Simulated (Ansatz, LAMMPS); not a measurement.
# Elastic response of Al2O3 with crystalline order left by the classical run (155 atoms): runs compared

Aim: relax Al2O3 with crystalline order left by the classical run (155 atoms), then change its volume to read the bulk modulus from the stress.

Computed with Ansatz 0.2.0: Kohn-Sham DFT, r2SCAN, PAW (set soft_1), plane waves; PAW set soft_1.

## (1) The cell

The cell holds 155 atoms: 62 Al and 93 O. Its edges and angles: a = 11.604 Å, b = 11.604 Å, c = 11.604 Å, α = 90.0°, β = 90.0°, γ = 90.0°. 155 atoms (62 Al, 93 O) placed at random at 3.36 g/cm³, melted at 5000 K for 10 ps at fixed volume with the Morse and Coulomb pair potential with partial charges (Pedone, Malavasi, Menziani, Cormack and Segre, J. Phys. Chem. B 110, 11780 (2006)). Quenched from 5000 K to 300 K at 20 K/ps and fixed volume, held 5 ps, then minimised at fixed cell.

Limits known from the start: The quench rate of 20 K/ps is many orders above laboratory rates, so the cell is likely richer in defects and strain than a real sample. The network of bonds at the start is that of the classical potential that made the cell, and needn't be the one that DFT or experiment would give. The Brillouin zone is sampled at Γ only.

## (2) The reference run

The reference is a single point at the end of the relaxation.

Every strained cell starts from the geometry of this run, and its atoms are relaxed with the cell held.

Its input, with most atom lines left out:

```yaml
crystal:
  lattice:
    - [11.87609, -0.21899, 0.77381]
    - [-0.21899, 11.14465, -0.42051]
    - [0.77381, -0.42051, 11.09074]
  atoms:
    - { symbol: Al, position: [0.64821, 0.31168, 0.50609] }
    - { symbol: Al, position: [0.73573, 0.21178, 0.99532] }
    - { symbol: Al, position: [0.76622, 0.01077, 0.85065] }
    - { symbol: Al, position: [0.64198, 0.95474, 0.11005] }
    - { symbol: Al, position: [0.02051, 0.39271, 0.57383] }
    - { symbol: Al, position: [0.47188, 0.51481, 0.71518] }
    - { symbol: Al, position: [0.49549, 0.23667, 0.9228] }
    [... atom lines 8 to 155 left out ...]
kpoints:
  mp_grid: { grid: [1, 1, 1] }
hamiltonian:
  xc: r2scan
  pseudopotentials: { kind: paw, azcp: { folder: soft_1 } }
scf:
  occupations: { method: fixed }
output:
  forces: true
  stress: true
  populations: intrinsic
  dos:
    method: { smearing: { sigma: 0.08 } }
    de: 0.1
    projected: { site_lists: { Al: [Al], O: [O] } }
  eigenvalues: true
  write_density: true
  write_potential: true
  volumetric_format: npy
  elf: true
```

* free energy per atom: -558.9507 eV/atom
* r.m.s. force component: 0.00206 eV/Å
* pressure: 6.24e-5 GPa

Filled and empty levels are parted by 4.79 eV (at Γ alone); a semilocal functional tends to put such gaps too low. In a disordered cell it changes from sample to sample, and tail or defect levels can set it.

## (3) The runs

Each row is one run, on 4 threads of Arm Neoverse V2, shared host. The free energy is the program's total, comparable only between runs with the same functional and atoms.

```csv
run,atoms,outcome,relaxation steps,free energy (eV),time,host memory (GiB)
Single point at the start,155,converged,-,-86628.397,55 s,4.6
Cell and atoms relaxed,155,converged,11,-86637.353,9.2 min,4.6
Single point at the relaxed geometry,155,converged,-,-86637.353,84 s,4.7
Volume -3 %,155,converged,8,-86636.722,6.3 min,4.2
Volume +3 %,155,converged,6,-86636.707,5.2 min,4.7
Volume -6 %,155,cut at the time limit,13,-86635.027,10 min,4.1
Volume +6 %,155,converged,6,-86634.914,5.5 min,4.8
Volume -10 %,155,cut at the time limit,4,-86628.284,3.1 min,4.0
```

In some runs the program notes that the SCF threshold is loose for the stress.

## (4) Pressure against volume

Atoms are relaxed at each volume, in the scaled cell.

```csv
volume change (%),volume (Å³/atom),energy change (meV/atom),pressure (GPa),largest move on relaxing (Å),bonds,gap (eV)
-3,9.129,4.07,5.03,0.48,330,4.95
+0,9.411,0.00,0.00,-,324,4.79
+3,9.694,4.17,-4.60,0.10,323,4.64
+6,9.976,15.74,-8.41,0.20,316,4.53
```

## (5) Outcome

The bulk modulus, from the slope of pressure against ln V over the three points nearest the relaxed volume, is 160 GPa; a quadratic over all points gives a pressure derivative of about 3.4. The count of bonds runs from 316 to 330 over the series, so at some points contacts cross the cutoffs. The gap changes by -4.7 eV per unit of ln V, on the run's k-points.

Caveats: Strains are finite and relaxations stop at the force tolerance of the input, which can leave moduli too stiff; they are those of a static cell at zero temperature. Volumes are changed with the cell's shape held, so in an anisotropic solid the modulus lies over the one under free hydrostatic load. The program notes that the SCF threshold of the relaxations is loose for the stress.

The DFT runs together took 42 min of wall time.

[Long decimals in the printed logs are rounded to 6 places.]

[Logs are printed without paths, hosts, clocks, repeated set-up lines and the standing remarks that a program may print on its own settings, such as how far it seeks lower states.]

[Hosts, paths, dates, database ids (printed as entryN), source tags and the programs' standing remarks are cut or masked in the printed files.]
